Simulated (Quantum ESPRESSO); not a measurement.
# Ti(0001), stepped through the number of layers, part 6 of 8

What law, if any, do the results for Ti(0001) follow against the number of layers?

Quantum ESPRESSO 7.5; plane-wave DFT, PBE, GBRV ultrasoft pseudopotentials.

So far. Step 6 (Relaxing the ions, 5 layers): The relaxation lowers the energy by 19 meV an atom. On the free atoms the largest force ends at 0.019 eV/Å. Step 7 (SCF with pw.x, 5 layers): Inside the slab this potential holds the local part of the pseudopotentials, which can be repulsive at the nuclei; only its value in the vacuum has a meaning of its own.

**8. Relaxing the ions, 12 layers**

System of this step: Ti(0001), 12 layers. The cell holds 12 atoms: 12 Ti. Cell: a = 2.939 Å, b = 2.939 Å, c = 41.421 Å, α = 90.0°, β = 90.0°, γ = 60.0°. It derives from Ti. Vacuum lies along c.

Contents of m6.relax.in:

```
&control
  prefix = 'm6.relax'
  outdir = './out'
  pseudo_dir = './pseudo'
  nstep = 40
  forc_conv_thr = 0.001
  calculation = 'relax'
/
&system
  ibrav = 0
  nat = 12
  ntyp = 1
  ecutwfc = 40
  ecutrho = 200
  occupations = 'smearing'
  smearing = 'mv'
  degauss = 0.02
/
&electrons
  conv_thr = 1e-08
  mixing_beta = 0.4
  electron_maxstep = 120
  mixing_mode = 'local-TF'
/
&ions
/
ATOMIC_SPECIES
  Ti  47.8670  ti_pbe_v1.4.uspp.F.UPF
CELL_PARAMETERS angstrom
  2.93894489200000 0.00000000000000 0.00000000000000
  1.46947244600000 2.54520093679451 0.00000000000000
  0.00000000000000 0.00000000000000 41.42135887628083
ATOMIC_POSITIONS crystal
  Ti  0.666666666700 0.666666666700 0.191546570957
  Ti  0.000000000000 0.000000000000 0.247629012601
  Ti  0.666666666700 0.666666666700 0.303711454246 0 0 0
  Ti  0.000000000000 0.000000000000 0.359793895890 0 0 0
  Ti  0.666666666700 0.666666666700 0.415876337534 0 0 0
  Ti  0.000000000000 0.000000000000 0.471958779178 0 0 0
  Ti  0.666666666700 0.666666666700 0.528041220822 0 0 0
  Ti  0.000000000000 0.000000000000 0.584123662466 0 0 0
  Ti  0.666666666700 0.666666666700 0.640206104110 0 0 0
  Ti  0.000000000000 0.000000000000 0.696288545754 0 0 0
  Ti  0.666666666700 0.666666666700 0.752370987399
  Ti  0.000000000000 0.000000000000 0.808453429043
K_POINTS automatic
  12 12 1 0 0 0
```

Run with:

```console
> OMP_NUM_THREADS=1 mpirun -n 4 pw.x -nk 4 -in m6.relax.in > m6.relax.out
```

What it wrote:

```text
[banner, memory and clock lines left out]
Program PWSCF v.7.5 starts
[...]
Message from routine setup:
[...]
number of electrons       =       144.00
     number of Kohn-Sham states=           86
     kinetic-energy cutoff     =      40.0000  Ry
     charge density cutoff     =     200.0000  Ry
[...]
number of k points=    19  Marzari-Vanderbilt smearing, width (Ry)=  0.0200
[...]
Dense  grid:   100121 G-vectors     FFT dimensions: (  27,  27, 360)
[...]
negative rho (up, down):  2.526E-02 0.000E+00
     Starting wfcs are  120 randomized atomic wfcs
[...]
negative rho (up, down):  2.544E-02 0.000E+00
[...]
estimated scf accuracy    <       8.59107042 Ry
[...]
negative rho (up, down):  3.084E-02 0.000E+00
[...]
estimated scf accuracy    <       3.25730941 Ry
[...]
negative rho (up, down):  3.290E-02 0.000E+00
[...]
estimated scf accuracy    <       0.28817533 Ry
[...]
negative rho (up, down):  3.144E-02 0.000E+00
[...]
estimated scf accuracy    <       0.05677438 Ry
[...]
negative rho (up, down):  3.039E-02 0.000E+00
[...]
estimated scf accuracy    <       0.09035727 Ry
[...]
negative rho (up, down):  2.972E-02 0.000E+00
[...]
estimated scf accuracy    <       0.00265471 Ry
[...]
negative rho (up, down):  2.937E-02 0.000E+00
[...]
estimated scf accuracy    <       0.00260155 Ry
[...]
negative rho (up, down):  2.729E-02 0.000E+00
[...]
estimated scf accuracy    <       0.00327236 Ry
[...]
negative rho (up, down):  2.548E-02 0.000E+00
[...]
estimated scf accuracy    <       0.00813911 Ry
[...]
negative rho (up, down):  2.449E-02 0.000E+00
[...]
estimated scf accuracy    <       0.00131891 Ry
[...]
negative rho (up, down):  2.066E-02 0.000E+00
[...]
estimated scf accuracy    <       0.00069303 Ry
[...]
negative rho (up, down):  1.905E-02 0.000E+00
[...]
estimated scf accuracy    <       0.00045985 Ry
[...]
negative rho (up, down):  1.825E-02 0.000E+00
[...]
estimated scf accuracy    <       0.00008402 Ry
[...]
negative rho (up, down):  1.795E-02 0.000E+00
[...]
estimated scf accuracy    <       0.00005163 Ry
[...]
negative rho (up, down):  1.712E-02 0.000E+00
[...]
estimated scf accuracy    <       0.00003921 Ry
[...]
negative rho (up, down):  1.707E-02 0.000E+00
[...]
estimated scf accuracy    <       0.00002205 Ry
[...]
negative rho (up, down):  1.706E-02 0.000E+00
[...]
estimated scf accuracy    <       0.00000428 Ry
[...]
negative rho (up, down):  1.701E-02 0.000E+00
[...]
estimated scf accuracy    <       0.00000038 Ry
[...]
negative rho (up, down):  1.701E-02 0.000E+00
[...]
estimated scf accuracy    <       0.00000009 Ry
[...]
negative rho (up, down):  1.701E-02 0.000E+00
[...]
the Fermi energy is     7.6414 ev
!    total energy              =   -1430.86662845 Ry
     estimated scf accuracy    <          5.2E-09 Ry
     smearing contrib. (-TS)   =      -0.00306798 Ry
     internal energy E=F+TS    =   -1430.86356046 Ry
[...]
one-electron contribution =  -14229.46098280 Ry
     hartree contribution      =    7132.22729367 Ry
     xc contribution           =    -216.28187349 Ry
     ewald contribution        =    5882.65200216 Ry
     convergence has been achieved in  20 iterations
     negative rho (up, down):  1.701E-02 0.000E+00
[...]
Total force =     0.042996     Total SCF correction =     0.000176
[...]
negative rho (up, down):  1.717E-02 0.000E+00
[...]
negative rho (up, down):  1.731E-02 0.000E+00
[...]
estimated scf accuracy    <       0.85606207 Ry
[...]
negative rho (up, down):  1.708E-02 0.000E+00
[...]
estimated scf accuracy    <       0.12451945 Ry
[...]
negative rho (up, down):  1.704E-02 0.000E+00
[...]
estimated scf accuracy    <       0.01364684 Ry
[...]
negative rho (up, down):  1.703E-02 0.000E+00
[...]
estimated scf accuracy    <       0.00119855 Ry
[...]
negative rho (up, down):  1.707E-02 0.000E+00
[...]
estimated scf accuracy    <       0.00014375 Ry
[...]
negative rho (up, down):  1.709E-02 0.000E+00
[...]
estimated scf accuracy    <       0.00014456 Ry
[...]
negative rho (up, down):  1.713E-02 0.000E+00
[...]
estimated scf accuracy    <       0.00001481 Ry
[...]
negative rho (up, down):  1.715E-02 0.000E+00
[...]
estimated scf accuracy    <       0.00000319 Ry
[...]
negative rho (up, down):  1.716E-02 0.000E+00
[...]
estimated scf accuracy    <       0.00000014 Ry
[...]
negative rho (up, down):  1.716E-02 0.000E+00
[...]
estimated scf accuracy    <       0.00000065 Ry
[...]
negative rho (up, down):  1.716E-02 0.000E+00
[...]
estimated scf accuracy    <       0.00000002 Ry
[...]
negative rho (up, down):  1.717E-02 0.000E+00
[...]
estimated scf accuracy    <       0.00000005 Ry
[...]
negative rho (up, down):  1.717E-02 0.000E+00
[...]
estimated scf accuracy    <       0.00000006 Ry
[...]
negative rho (up, down):  1.717E-02 0.000E+00
[...]
estimated scf accuracy    <       0.00000001 Ry
[...]
negative rho (up, down):  1.717E-02 0.000E+00
[...]
estimated scf accuracy    <       0.00000002 Ry
[...]
negative rho (up, down):  1.716E-02 0.000E+00
[...]
the Fermi energy is     7.6403 ev
!    total energy              =   -1430.86838283 Ry
     estimated scf accuracy    <          2.6E-09 Ry
     smearing contrib. (-TS)   =      -0.00282176 Ry
     internal energy E=F+TS    =   -1430.86556107 Ry
[...]
one-electron contribution =  -14230.07553488 Ry
     hartree contribution      =    7132.53236605 Ry
     xc contribution           =    -216.28910691 Ry
     ewald contribution        =    5882.96671467 Ry
     convergence has been achieved in  16 iterations
     negative rho (up, down):  1.716E-02 0.000E+00
[...]
Total force =     0.038541     Total SCF correction =     0.000188
[...]
WARNING: bfgs curvature condition failed, Theta= 0.893
[...]
negative rho (up, down):  1.701E-02 0.000E+00
[...]
negative rho (up, down):  1.715E-02 0.000E+00
[...]
estimated scf accuracy    <       0.96965092 Ry
[...]
negative rho (up, down):  1.691E-02 0.000E+00
[...]
estimated scf accuracy    <       0.12245559 Ry
[...]
negative rho (up, down):  1.686E-02 0.000E+00
[...]
estimated scf accuracy    <       0.01542069 Ry
[...]
negative rho (up, down):  1.684E-02 0.000E+00
[...]
estimated scf accuracy    <       0.00122585 Ry
[...]
negative rho (up, down):  1.688E-02 0.000E+00
[...]
estimated scf accuracy    <       0.00020020 Ry
[...]
negative rho (up, down):  1.691E-02 0.000E+00
[...]
estimated scf accuracy    <       0.00014363 Ry
[...]
negative rho (up, down):  1.695E-02 0.000E+00
[...]
estimated scf accuracy    <       0.00001364 Ry
[...]
negative rho (up, down):  1.696E-02 0.000E+00
[...]
estimated scf accuracy    <       0.00000460 Ry
[...]
negative rho (up, down):  1.698E-02 0.000E+00
[...]
estimated scf accuracy    <       0.00000025 Ry
[...]
negative rho (up, down):  1.699E-02 0.000E+00
[...]
estimated scf accuracy    <       0.00000053 Ry
[...]
negative rho (up, down):  1.700E-02 0.000E+00
[...]
estimated scf accuracy    <       0.00000009 Ry
[...]
negative rho (up, down):  1.700E-02 0.000E+00
[...]
estimated scf accuracy    <          7.5E-09 Ry
[...]
negative rho (up, down):  1.700E-02 0.000E+00
[...]
estimated scf accuracy    <          4.1E-09 Ry
[...]
negative rho (up, down):  1.701E-02 0.000E+00
[...]
estimated scf accuracy    <          5.5E-09 Ry
[...]
negative rho (up, down):  1.702E-02 0.000E+00
[...]
the Fermi energy is     7.6392 ev
!    total energy              =   -1430.87009040 Ry
     estimated scf accuracy    <          1.4E-09 Ry
     smearing contrib. (-TS)   =      -0.00254094 Ry
     internal energy E=F+TS    =   -1430.86754946 Ry
[...]
one-electron contribution =  -14231.27865354 Ry
     hartree contribution      =    7133.13987486 Ry
     xc contribution           =    -216.29813848 Ry
     ewald contribution        =    5883.56936770 Ry
     convergence has been achieved in  15 iterations
     negative rho (up, down):  1.702E-02 0.000E+00
[...]
Total force =     0.032955     Total SCF correction =     0.000106
[...]
negative rho (up, down):  1.612E-02 0.000E+00
[...]
negative rho (up, down):  1.628E-02 0.000E+00
[...]
estimated scf accuracy    <       2.01790998 Ry
[...]
negative rho (up, down):  1.593E-02 0.000E+00
[...]
estimated scf accuracy    <       0.21365835 Ry
[...]
negative rho (up, down):  1.585E-02 0.000E+00
[...]
estimated scf accuracy    <       0.03145787 Ry
[...]
negative rho (up, down):  1.582E-02 0.000E+00
[...]
estimated scf accuracy    <       0.00245199 Ry
[...]
negative rho (up, down):  1.588E-02 0.000E+00
[...]
estimated scf accuracy    <       0.00030638 Ry
[...]
negative rho (up, down):  1.593E-02 0.000E+00
[...]
estimated scf accuracy    <       0.00027206 Ry
[...]
negative rho (up, down):  1.601E-02 0.000E+00
[...]
estimated scf accuracy    <       0.00004025 Ry
[...]
negative rho (up, down):  1.605E-02 0.000E+00
[...]
estimated scf accuracy    <       0.00000249 Ry
[...]
negative rho (up, down):  1.606E-02 0.000E+00
[...]
estimated scf accuracy    <       0.00000195 Ry
[...]
negative rho (up, down):  1.607E-02 0.000E+00
[...]
estimated scf accuracy    <       0.00000114 Ry
[...]
negative rho (up, down):  1.609E-02 0.000E+00
[...]
estimated scf accuracy    <       0.00000020 Ry
[...]
negative rho (up, down):  1.612E-02 0.000E+00
[...]
estimated scf accuracy    <       0.00000015 Ry
[...]
negative rho (up, down):  1.613E-02 0.000E+00
[...]
estimated scf accuracy    <       0.00000004 Ry
[...]
negative rho (up, down):  1.614E-02 0.000E+00
[...]
estimated scf accuracy    <       0.00000007 Ry
[...]
negative rho (up, down):  1.615E-02 0.000E+00
[...]
estimated scf accuracy    <       0.00000002 Ry
[...]
negative rho (up, down):  1.616E-02 0.000E+00
[...]
estimated scf accuracy    <       0.00000001 Ry
[...]
negative rho (up, down):  1.616E-02 0.000E+00
[...]
estimated scf accuracy    <       0.00000002 Ry
[...]
negative rho (up, down):  1.616E-02 0.000E+00
[...]
estimated scf accuracy    <          2.4E-09 Ry
[...]
negative rho (up, down):  1.615E-02 0.000E+00
[...]
the Fermi energy is     7.6393 ev
!    total energy              =   -1430.87212482 Ry
     estimated scf accuracy    <          1.7E-09 Ry
     smearing contrib. (-TS)   =      -0.00211668 Ry
     internal energy E=F+TS    =   -1430.87000814 Ry
[...]
one-electron contribution =  -14234.06884823 Ry
     hartree contribution      =    7134.54650051 Ry
     xc contribution           =    -216.31375238 Ry
     ewald contribution        =    5884.96609195 Ry
     convergence has been achieved in  19 iterations
     negative rho (up, down):  1.615E-02 0.000E+00
[...]
Total force =     0.023005     Total SCF correction =     0.000096
[...]
negative rho (up, down):  1.595E-02 0.000E+00
[...]
negative rho (up, down):  1.586E-02 0.000E+00
[...]
estimated scf accuracy    <       4.03425647 Ry
[...]
negative rho (up, down):  1.541E-02 0.000E+00
[...]
estimated scf accuracy    <       0.33212144 Ry
[...]
negative rho (up, down):  1.529E-02 0.000E+00
[...]
estimated scf accuracy    <       0.05820740 Ry
[...]
negative rho (up, down):  1.527E-02 0.000E+00
[...]
estimated scf accuracy    <       0.00454745 Ry
[...]
negative rho (up, down):  1.535E-02 0.000E+00
[...]
estimated scf accuracy    <       0.00067804 Ry
[...]
negative rho (up, down):  1.542E-02 0.000E+00
[...]
estimated scf accuracy    <       0.00048332 Ry
[...]
negative rho (up, down):  1.553E-02 0.000E+00
[...]
estimated scf accuracy    <       0.00006491 Ry
[...]
negative rho (up, down):  1.561E-02 0.000E+00
[...]
estimated scf accuracy    <       0.00000934 Ry
[...]
negative rho (up, down):  1.565E-02 0.000E+00
[...]
estimated scf accuracy    <       0.00001019 Ry
[...]
negative rho (up, down):  1.570E-02 0.000E+00
[...]
estimated scf accuracy    <       0.00000578 Ry
[...]
negative rho (up, down):  1.577E-02 0.000E+00
[...]
estimated scf accuracy    <       0.00000152 Ry
[...]
negative rho (up, down):  1.587E-02 0.000E+00
[...]
estimated scf accuracy    <       0.00000045 Ry
[...]
negative rho (up, down):  1.589E-02 0.000E+00
[...]
estimated scf accuracy    <       0.00000011 Ry
[...]
negative rho (up, down):  1.590E-02 0.000E+00
[...]
estimated scf accuracy    <       0.00000011 Ry
[...]
negative rho (up, down):  1.590E-02 0.000E+00
[...]
estimated scf accuracy    <       0.00000002 Ry
[...]
negative rho (up, down):  1.590E-02 0.000E+00
[...]
estimated scf accuracy    <       0.00000003 Ry
[...]
negative rho (up, down):  1.590E-02 0.000E+00
[...]
estimated scf accuracy    <          6.3E-09 Ry
[...]
negative rho (up, down):  1.590E-02 0.000E+00
[...]
```

It took 42 min on 4 MPI ranks of Arm Neoverse N1, shared host; peak memory 1.1 GiB; 2.8 h of CPU time.

Relaxation path:

```
step  energy less that of the first step (eV)  largest force (eV/Å)
   1                                   0.0000                0.5966
   2                                  -0.0239                0.5292
   3                                  -0.0471                0.4464
   4                                  -0.0748                0.3022
   5                                  -0.0956                0.0681
   6                                  -0.0962                0.0277
   7                                  -0.0962                0.0198
```

The atoms that moved most (Å):

```
atom     dx     dy      dz  length
Ti11  0.000  0.000   0.081   0.081
 Ti2  0.000  0.000  -0.081   0.081
 Ti1  0.000  0.000   0.074   0.074
Ti12  0.000  0.000  -0.074   0.074
```

The relaxation lowers the energy by 8 meV an atom. On the free atoms the largest force ends at 0.020 eV/Å.

Numbers from this step:

- free energy: -19468.0285 eV
- Fermi energy: 7.644 eV

**9. Ground state, 12 layers**

Contents of m6.esm.in:

```
&control
  prefix = 'm6.esm'
  outdir = './out'
  pseudo_dir = './pseudo'
  calculation = 'scf'
  tprnfor = .true.
/
&system
  ibrav = 0
  nat = 12
  ntyp = 1
  ecutwfc = 40
  ecutrho = 200
  occupations = 'smearing'
  smearing = 'mv'
  degauss = 0.02
  assume_isolated = 'esm'
  esm_bc = 'bc1'
/
&electrons
  conv_thr = 1e-08
  mixing_beta = 0.25
  electron_maxstep = 160
  mixing_mode = 'local-TF'
  mixing_ndim = 12
/
ATOMIC_SPECIES
  Ti  47.8670  ti_pbe_v1.4.uspp.F.UPF
CELL_PARAMETERS angstrom
  2.93894489200000 0.00000000000000 0.00000000000000
  1.46947244600000 2.54520093679451 0.00000000000000
  0.00000000000000 0.00000000000000 41.42135887628083
ATOMIC_POSITIONS crystal
  Ti  0.666666666700 0.666666666700 -0.306671720600
  Ti  0.000000000000 0.000000000000 -0.254335023000
  Ti  0.666666666700 0.666666666700 -0.196288545800
  Ti  0.000000000000 0.000000000000 -0.140206104100
  Ti  0.666666666700 0.666666666700 -0.084123662500
  Ti  0.000000000000 0.000000000000 -0.028041220800
  Ti  0.666666666700 0.666666666700 0.028041220800
  Ti  0.000000000000 0.000000000000 0.084123662500
  Ti  0.666666666700 0.666666666700 0.140206104100
  Ti  0.000000000000 0.000000000000 0.196288545800
  Ti  0.666666666700 0.666666666700 0.254335023000
  Ti  0.000000000000 0.000000000000 0.306671720600
K_POINTS automatic
  12 12 1 0 0 0
```

Run with:

```console
> OMP_NUM_THREADS=1 mpirun -n 4 pw.x -nk 4 -in m6.esm.in > m6.esm.out
```

What it wrote:

```text
[banner, memory and clock lines left out]
Program PWSCF v.7.5 starts
[...]
Message from routine setup:
[...]
number of electrons       =       144.00
     number of Kohn-Sham states=           86
     kinetic-energy cutoff     =      40.0000  Ry
     charge density cutoff     =     200.0000  Ry
[...]
number of k points=    19  Marzari-Vanderbilt smearing, width (Ry)=  0.0200
[...]
Dense  grid:   100121 G-vectors     FFT dimensions: (  27,  27, 360)
[...]
negative rho (up, down):  2.534E-02 0.000E+00
     Starting wfcs are  120 randomized atomic wfcs
[...]
negative rho (up, down):  2.341E-02 0.000E+00
[...]
estimated scf accuracy    <       5.18981412 Ry
[...]
negative rho (up, down):  1.816E-02 0.000E+00
[...]
estimated scf accuracy    <       3.85331252 Ry
[...]
negative rho (up, down):  1.943E-02 0.000E+00
[...]
estimated scf accuracy    <       0.52474036 Ry
[...]
negative rho (up, down):  1.955E-02 0.000E+00
[...]
estimated scf accuracy    <       0.87145801 Ry
[...]
negative rho (up, down):  1.989E-02 0.000E+00
[...]
estimated scf accuracy    <       0.53611147 Ry
[...]
negative rho (up, down):  2.223E-02 0.000E+00
[...]
estimated scf accuracy    <       0.33085339 Ry
[...]
negative rho (up, down):  2.297E-02 0.000E+00
[...]
estimated scf accuracy    <       0.08445942 Ry
[...]
negative rho (up, down):  2.269E-02 0.000E+00
[...]
estimated scf accuracy    <       0.12054201 Ry
[...]
negative rho (up, down):  2.444E-02 0.000E+00
[...]
estimated scf accuracy    <       0.20854969 Ry
[...]
negative rho (up, down):  2.477E-02 0.000E+00
[...]
estimated scf accuracy    <       0.09050675 Ry
[...]
negative rho (up, down):  2.504E-02 0.000E+00
[...]
estimated scf accuracy    <       0.08101805 Ry
[...]
negative rho (up, down):  2.566E-02 0.000E+00
[...]
estimated scf accuracy    <       0.05815025 Ry
[...]
negative rho (up, down):  2.683E-02 0.000E+00
[...]
estimated scf accuracy    <       0.03254575 Ry
[...]
negative rho (up, down):  2.495E-02 0.000E+00
[...]
estimated scf accuracy    <       0.01726157 Ry
[...]
negative rho (up, down):  2.455E-02 0.000E+00
[...]
estimated scf accuracy    <       0.03285920 Ry
[...]
negative rho (up, down):  2.237E-02 0.000E+00
[...]
estimated scf accuracy    <       0.00180795 Ry
[...]
negative rho (up, down):  2.129E-02 0.000E+00
[...]
estimated scf accuracy    <       0.00763020 Ry
[...]
negative rho (up, down):  1.740E-02 0.000E+00
[...]
estimated scf accuracy    <       0.00078979 Ry
[...]
negative rho (up, down):  1.761E-02 0.000E+00
[...]
estimated scf accuracy    <       0.00719347 Ry
[...]
negative rho (up, down):  1.658E-02 0.000E+00
[...]
estimated scf accuracy    <       0.00163396 Ry
[...]
negative rho (up, down):  1.608E-02 0.000E+00
[...]
estimated scf accuracy    <       0.00043915 Ry
[...]
negative rho (up, down):  1.600E-02 0.000E+00
[...]
estimated scf accuracy    <       0.00006733 Ry
[...]
negative rho (up, down):  1.593E-02 0.000E+00
[...]
estimated scf accuracy    <       0.00002146 Ry
[...]
negative rho (up, down):  1.587E-02 0.000E+00
[...]
estimated scf accuracy    <       0.00000559 Ry
[...]
negative rho (up, down):  1.581E-02 0.000E+00
[...]
estimated scf accuracy    <       0.00001270 Ry
[...]
negative rho (up, down):  1.578E-02 0.000E+00
[...]
estimated scf accuracy    <       0.00000274 Ry
[...]
negative rho (up, down):  1.578E-02 0.000E+00
[...]
estimated scf accuracy    <       0.00000032 Ry
[...]
negative rho (up, down):  1.578E-02 0.000E+00
[...]
estimated scf accuracy    <       0.00000029 Ry
[...]
negative rho (up, down):  1.576E-02 0.000E+00
[...]
estimated scf accuracy    <       0.00000020 Ry
[...]
negative rho (up, down):  1.577E-02 0.000E+00
[...]
estimated scf accuracy    <       0.00000012 Ry
[...]
negative rho (up, down):  1.577E-02 0.000E+00
[...]
estimated scf accuracy    <       0.00000003 Ry
[...]
negative rho (up, down):  1.577E-02 0.000E+00
[...]
estimated scf accuracy    <       0.00000007 Ry
[...]
negative rho (up, down):  1.577E-02 0.000E+00
[...]
the Fermi energy is    -4.4229 ev
!    total energy              =   -1430.87368115 Ry
     estimated scf accuracy    <          2.3E-09 Ry
     smearing contrib. (-TS)   =      -0.00143767 Ry
     internal energy E=F+TS    =   -1430.87224348 Ry
[...]
one-electron contribution =  170357.18909725 Ry
     hartree contribution      =  -85224.87951248 Ry
     xc contribution           =    -216.34872099 Ry
     ewald contribution        =  -86346.83310726 Ry
     convergence has been achieved in  33 iterations
     negative rho (up, down):  1.577E-02 0.000E+00
[...]
Total force =     0.004156     Total SCF correction =     0.000316
[...]
```

The job ended after 17 min (4 MPI ranks; peak memory 1.1 GiB).

Numbers from this step:

- free energy: -19468.0282 eV
- Fermi energy: -4.423 eV
- vacuum line at the lower end of the cell, over the Fermi level: 4.423 eV
- vacuum line at the upper end of the cell, over the Fermi level: 4.423 eV

Inside the slab this potential holds the local part of the pseudopotentials, which can be repulsive at the nuclei; only its value in the vacuum has a meaning of its own.

[end of part 6 of 8]

[Logs are printed without paths, hosts, clocks, repeated set-up lines and the standing remarks that a program may print on its own settings, such as how far it seeks lower states.]

[Hosts, paths, dates, database ids (printed as entryN), source tags and the programs' standing remarks are cut or masked in the printed files.]

[Maps of the electrostatic potential energy from Ansatz leave out the sawtooth potential of an applied field or a dipole correction, so their vacuum need not be flat; planar profiles and work functions include it.]
